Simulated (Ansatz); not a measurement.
**Rh(100) film, 1 layer, flat: channels in plane against thickness**

Wanted: in-plane conductance by layer count, from Rh(100) film, 1 layer, flat.

Calculated with Ansatz 0.2.0; Ansatz plane-wave DFT, PBE, PAW files; ballistic transport by layer matching (Landauer), zero bias.

### Step 1. The starting structure

The cell holds 1 atom: 1 Rh. Its edges and angles: a = 11.000 Å, b = 2.689 Å, c = 2.689 Å, α = 90.0°, β = 90.0°, γ = 90.0°. It derives from Rh. Vacuum lies along a. The structure's axis is c.

### Step 2. With 1 layer

Vacuum lies along the first vector, which takes one k-point, and the current runs in the film's plane. One period is a perfect wire, so its channels are the result. Energies from -0.27 to 0.27 eV in steps of 0.036 eV cover the slope of the Fermi function at 300 K, so the program can form a conductance.

Contents of input.yaml:

```yaml
crystal:
  lattice:
    - [11.0, 0.0, 0.0]
    - [0.0, 2.6891977995, 0.0]
    - [0.0, 0.0, 2.6891977995]
  atoms:
    - { symbol: Rh, position: [0.4090909091, 0.0, 0.0] }
kpoints:
  mp_grid: { grid: [1, 15, 15] }
hamiltonian:
  xc: pbe
scf:
  occupations: { method: fermi_dirac, width: 0.1 }
output:
  transmission:
    leads: [[0, 0]]
    kmesh: [1, 46]
    e_range: [-0.27, 0.27]
    de: 0.036
```

Command:

```sh
$ ansatz run input.yaml --threads 4 --pin off --max-ram 8192MiB --backend cpu --events-out ev --progress --plain --runs-dir out
```

Numbers of over 12 decimals in the logs are rounded to 6 here.

The log of the run:

```text
Engine: ansatz 0.2.0, x86_64-unknown-linux-gnu
Pseudopotentials: kind: paw
Pseudopotential: Rh, paw, valence charge 17, recommended cutoff 420 eV (normal), Rh.paw.azcp
Functional definition: PBE
  parameter kappa = 0.804
  parameter beta = 0.066725
  exchange = pbe_x(kappa = kappa, mu = beta*pi^2/3)
  correlation = pbe_c(beta = beta)
Crystal: 1 atoms, lattice volume = 79.550 Å³
Basis set: ecut = 420 eV, 1569 PW (Γ)
Bands: 13, of which v1, the nominal top of the filled ones, is band 9 counted from 1 (8 counted from 0)
Symmetry: 16 space group operations
Space group: P4/mmm (ITA 123), of the structure as read, at distance tolerance 4.3e-5 Å
k-points: 36 of 225
Non-local potential: Rh, projectors of the file, l = 0: 3, l = 1: 2, l = 2: 2, l = 3: 1
PAW form: soft (Blöchl's): semilocal exchange-correlation on the pseudo side does not see the compensation charge
PAW one-centre angular grid: Rh, 590 points (default); XC on 64 Gauss nodes
Initial density: superposition of atomic densities (neutral atoms: chi_scale 0, normalization atom), corrected by the library's trained network
Initial wavefunctions: pseudopotential atomic-orbital guess
Functional: x = pbe(κ = 0.804, μ = 0.219515), c = pbe(β = 0.066725)
SCF iter   1: F=—  HF=-6400.603724 eV  |F-HF|=—  |Δ(HF+E_count)|=         —  Δρ=4.46e-3  dr2=1.05e-2  ethr=1.77e-3  ⟨swp⟩=5.9  Hψ=2639  notcnv=0
preconditioner: auto → LDOS  [metal: Δε(μ)=0.036 eV  Ē_g=7.215 eV  σ=0.100 eV  W_gap=0.09  n_scr=6 (ndim 8)  ℏωp=12.5 eV  f_vac=0.635  D(μ)=3.83/eV (n_scr^D=38)  β→1.0]
SCF iter   2: F=—  HF=-6400.603483 eV  |F-HF|=—  |Δ(HF+E_count)|=   2.41e-4  Δρ=3.43e-3  dr2=3.93e-3  ethr=6.17e-5  ⟨swp⟩=2.6  Hψ=1151  notcnv=0
SCF iter   3: F=—  HF=-6400.603032 eV  |F-HF|=—  |Δ(HF+E_count)|=   4.50e-4  Δρ=1.29e-3  dr2=6.09e-4  ethr=2.31e-5  ⟨swp⟩=2.4  Hψ=835  notcnv=0
SCF iter   4: F=—  HF=-6400.602995 eV  |F-HF|=—  |Δ(HF+E_count)|=   3.78e-5  Δρ=3.23e-4  dr2=1.20e-4  ethr=3.58e-6  ⟨swp⟩=1.4  Hψ=484  notcnv=0
SCF iter   5: F=—  HF=-6400.602986 eV  |F-HF|=—  |Δ(HF+E_count)|=   8.77e-6  Δρ=8.34e-5  dr2=4.59e-6  ethr=7.06e-7  ⟨swp⟩=2.6  Hψ=647  notcnv=0
SCF iter   6: F=—  HF=-6400.602991 eV  |F-HF|=—  |Δ(HF+E_count)|=   4.71e-6  Δρ=9.29e-6  dr2=9.06e-8  ethr=5.88e-10  ⟨swp⟩=4.2  Hψ=2056  notcnv=0
SCF iter   7: F=-6400.602991 eV  HF=-6400.602991 eV  |F-HF|=9.55e-10  |Δ(HF+E_count)|=   1.15e-7  Δρ=2.87e-6  dr2=4.94e-9  ethr=5.33e-10  ⟨swp⟩=2.3  Hψ=1616  notcnv=0
SCF 1 converged in 7 iterations: F = -6400.602991 eV  dr2 = 4.94e-9
  greatest PAW one-centre occupation: 1.000 electrons in one spin orbital (limit 2), on the Rh atom at site 0 (counted from 0), in its partial waves of l = 0
transmission: 12 of 96 steps passed
transmission: 20 of 96 steps passed
[...]
transmission: 96 of 96 steps passed
SCF converged after 7 iterations
Free energy (F): -6400.602991 eV
Harris-Foulkes:  -6400.602991 eV  (|F-HF|=9.55e-10)
Internal energy: -6400.479400 eV  (E = F + TS)
E sigma→0 (E₀):  -6400.541195 eV
Entropy (-TS):   -0.123591 eV (-123.591 meV/atom)
Fermi energy:    -0.715378 eV
--- Per-component energies (eV) ---
  E_band       = -454.388452
  E_kinetic    = 568.836860
  E_local      = -6801.667784  (includes V_loc(G=0)·N_el)
  E_nonlocal   = 359.288151
  E_hartree    = 2982.769971
  E_xc         = -217.580652
  E_vxc        = -272.525790  (∫ρ·V_xc dr)
  E_paw        = -3588.650757  (= ΣΔE_a)
  E_vpaw       = -273.863812  (= ΣTr[D̂ρ^β])
  E_aug_tail   = 0.000881  (compensation charges beyond the density's cutoff)
  E_ewald      = 296.523931
  E_smearing   = -0.123591  (= −TS)
  E_closure    = -0.000000  (closes the sum)
  Σ components = -6400.602991   (vs F -6400.602991, Δ=0.00e0)
--- Band table (eV; the first three rows and the last of 36) ---
  k-point 0: bands = [... 5 lower, -4.2816, -1.9110, -0.5647, -0.5647, 0.0044, 1.3097, 4.3964, 6.4284]
  k-point 1: bands = [... 5 lower, -4.2016, -1.8720, -0.7777, -0.5553, -0.0694, 1.5393, 4.4845, 6.5411]
  k-point 2: bands = [... 5 lower, -3.8722, -1.7575, -1.2385, -0.5287, -0.2723, 2.0670, 4.7488, 6.8709]
  k-point 35: bands = [... 5 lower, -2.4043, -2.3883, -0.6478, 1.0493, 6.3732, 6.9509, 10.9926, 11.4879]
--- Transmission ---
  basis      : 261 plane waves across, 4 finite elements along
  points     : 24, standing for a mesh of 1 x 46
  filling    : by the input's occupations and mesh, since the crystals that have channels conduct as metals do. If one of these is a semiconductor, that mesh has misplaced its level
  energies   : 16 from -0.270000 to 0.270000 eV about the Fermi level, 0.036000 eV apart; the leads are filled to 0.000000 eV, and channels, transmission and decay are at 0.018000 eV
  crystal 0  : Rh1, at the sites [0, 0], period 2.6892 Å: whole cells are its period
    offset         : up to 0.0000 Å between an atom of the period and one for which it stands
    filled         : 1.3 meV under the level at which it is neutral
    channels       : 2.913043e0 a spin
    conductance    : 7.0702e14 S/m² at 300 K; may be off by some 0.0 % by where its bands' edges are placed, 6.0 % from the k-mesh, 0.2 % from the distance to neutral
```

It took 42 s on 4 threads of AMD EPYC 9R45, shared host; peak memory 0.78 GiB; 2.5 min of CPU time.

In the SCF lines HF is the Harris–Foulkes energy and dr2 the Hartree energy of the density residual, in eV; the loop may stop once dr2 is under the threshold and the program's other checks hold. Hψ counts applications of the Hamiltonian.

This step gave:

```yaml
free_energy: -6400.6030 eV
energy_at_zero_smearing: -6400.5412 eV
fermi_energy: -0.7154 eV
cell_area: 29.58 Å²
estimated_errors_of_the_lead_s_conductance: 0, 6, 0.2 % (band edges, k-mesh, distance from neutral)
lead_conductance_per_cell: 2.699 G₀
```

Per spin. Table of open channels, zone mean, lead by energy, zero at the Fermi level:

```
energy (eV)  open channels, zone mean, lead
     -0.270                            2.39
     -0.234                            2.22
     -0.198                            2.35
     -0.162                            2.22
     -0.126                            2.22
     -0.090                            2.39
     -0.054                            2.39
     -0.018                            2.52
      0.018                            2.91
      0.054                            2.87
      0.090                            2.63
      0.126                            2.63
      0.162                            2.59
      0.198                            2.28
      0.234                            2.20
      0.270                            2.07
```

The program's largest error estimate for it is 6 %, from the k-mesh.

### Step 3. With 2 layers, thickness 3.803 A

The film grows to 2 layers.

System of this step: Rh(100) film, 2 layers, flat. The cell holds 2 atoms: 2 Rh. Cell: a = 12.902 Å, b = 2.689 Å, c = 2.689 Å, α = 90.0°, β = 90.0°, γ = 90.0°. It derives from Rh. Vacuum lies along a. The structure's axis is c.

input.yaml, the sections that differ from step 2:

```yaml
crystal:
  lattice:
    - [12.90155, 0.0, 0.0]
    - [0.0, 2.6891977995, 0.0]
    - [0.0, 0.0, 2.6891977995]
  atoms:
    - { symbol: Rh, position: [0.3487952998, 0.0, 0.0] }
    - { symbol: Rh, position: [0.496184567, 0.5, 0.5] }
# kpoints, hamiltonian, scf, output: as in step 2
```

The log of the run:

```text
[...]
Crystal: 2 atoms, lattice volume = 93.301 Å³
Basis set: ecut = 420 eV, 1855 PW (Γ)
Bands: 21, of which v1, the nominal top of the filled ones, is band 17 counted from 1 (16 counted from 0)
Symmetry: 16 space group operations
[...]
k-points: 36 of 225
[...]
k-point 35: bands = [... 13 lower, 2.2568, 2.9909, 3.0014, 4.3473, 4.4482, 8.5088, 9.0385, 12.6308]
--- Transmission ---
  basis      : 311 plane waves across, 4 finite elements along
  points     : 24, standing for a mesh of 1 x 46
[...]
crystal 0  : Rh2, at the sites [0, 0], period 2.6892 Å: whole cells are its period
[...]
filled         : 10.9 meV over the level at which it is neutral
    channels       : 3.413043e0 a spin
[...]
[key lines of the parts left out:]
SCF converged after 7 iterations
Free energy (F): -12803.606616 eV
Fermi energy:    2.991530 eV
```

Wall time 75 s (4 threads); peak memory 1 GiB.

Numbers from this step:

```
free energy                                : -12803.6066 eV
energy at zero smearing                    : -12803.5260 eV
Fermi energy                               : 2.992 eV
cell area                                  : 34.69 Å²
estimated errors of the lead's conductance : 0, 6.4, 1.2 % (band edges, k-mesh, distance from neutral)
lead conductance per cell                  : 3.629 G₀
```

Per spin. Table of open channels, zone mean, lead by energy, zero at the Fermi level:

```
energy (eV)  open channels, zone mean, lead
     -0.270                            3.35
     -0.234                            3.30
     -0.198                            3.57
     -0.162                            3.57
     -0.126                            3.74
     -0.090                            3.78
     -0.054                            3.74
     -0.018                            3.93
      0.018                            3.41
      0.054                             3.5
      0.090                            2.98
      0.126                            2.63
      0.162                            2.59
      0.198                            2.24
      0.234                            2.20
      0.270                            2.15
```

The lead conductance per cell is 3.63 G₀, 34 % over the 2.70 G₀ of the last finished run.

### Step 4. With 3 layers, thickness 5.705 A

The film grows to 3 layers.

System of this step: Rh(100) film, 3 layers, flat. The cell holds 3 atoms: 3 Rh. Cell: a = 14.803 Å, b = 2.689 Å, c = 2.689 Å, α = 90.0°, β = 90.0°, γ = 90.0°. It derives from Rh. Vacuum lies along a. The structure's axis is c.

input.yaml, the sections that differ from step 3:

```yaml
crystal:
  lattice:
    - [14.8031, 0.0, 0.0]
    - [0.0, 2.6891977995, 0.0]
    - [0.0, 0.0, 2.6891977995]
  atoms:
    - { symbol: Rh, position: [0.3039903804, 0.0, 0.0] }
    - { symbol: Rh, position: [0.4324465821, 0.5, 0.5] }
    - { symbol: Rh, position: [0.5609027839, 0.0, 0.0] }
# kpoints, hamiltonian, scf, output: as in step 3
```

The log of the run:

```text
[...]
Crystal: 3 atoms, lattice volume = 107.053 Å³
Basis set: ecut = 420 eV, 2125 PW (Γ)
Bands: 31, of which v1, the nominal top of the filled ones, is band 26 counted from 1 (25 counted from 0)
Symmetry: 16 space group operations
[...]
k-points: 36 of 225
[...]
k-point 35: bands = [... 22 lower, 5.5450, 5.8525, 6.4618, 6.9560, 7.0272, 10.3216, 10.8452, 13.6020, ... 1 higher]
--- Transmission ---
  basis      : 357 plane waves across, 4 finite elements along
  points     : 24, standing for a mesh of 1 x 46
[...]
crystal 0  : Rh3, at the sites [0, 0], period 2.6892 Å: whole cells are its period
[...]
filled         : 4.9 meV under the level at which it is neutral
    channels       : 4.130435e0 a spin
[...]
[key lines of the parts left out:]
SCF converged after 8 iterations
Free energy (F): -19206.594553 eV
Fermi energy:    5.576129 eV
```

Run time: 2.3 min. Hardware: 4 threads; peak memory 1.4 GiB; 8.7 min of CPU time.

This step gave:

```
free energy                                : -19206.5946 eV
energy at zero smearing                    : -19206.5115 eV
Fermi energy                               : 5.576 eV
cell area                                  : 39.81 Å²
estimated errors of the lead's conductance : 0, 8.7, 0.2 % (band edges, k-mesh, distance from neutral)
lead conductance per cell                  : 3.923 G₀
```

Per spin. Table of open channels, zone mean, lead by energy, zero at the Fermi level:

```
energy (eV)  open channels, zone mean, lead
     -0.270                            3.46
     -0.234                            3.33
     -0.198                            3.46
     -0.162                            3.63
     -0.126                            3.67
     -0.090                            3.63
     -0.054                            3.93
     -0.018                            3.85
      0.018                            4.13
      0.054                            4.04
      0.090                            3.91
      0.126                            3.87
      0.162                            3.83
      0.198                            3.96
      0.234                            3.96
      0.270                            3.91
```

The lead conductance per cell is 3.92 G₀, 8.1 % over the 3.63 G₀ of the last finished run, within the error estimates, leads' steps apart, of 6.4 and 8.7 %.

(Continued in part 2 of 2.)

[Logs are printed without paths, hosts, clocks, repeated set-up lines and the standing remarks that a program may print on its own settings, such as how far it seeks lower states.]

[Hosts, paths, dates, database ids (printed as entryN), source tags and the programs' standing remarks are cut or masked in the printed files.]
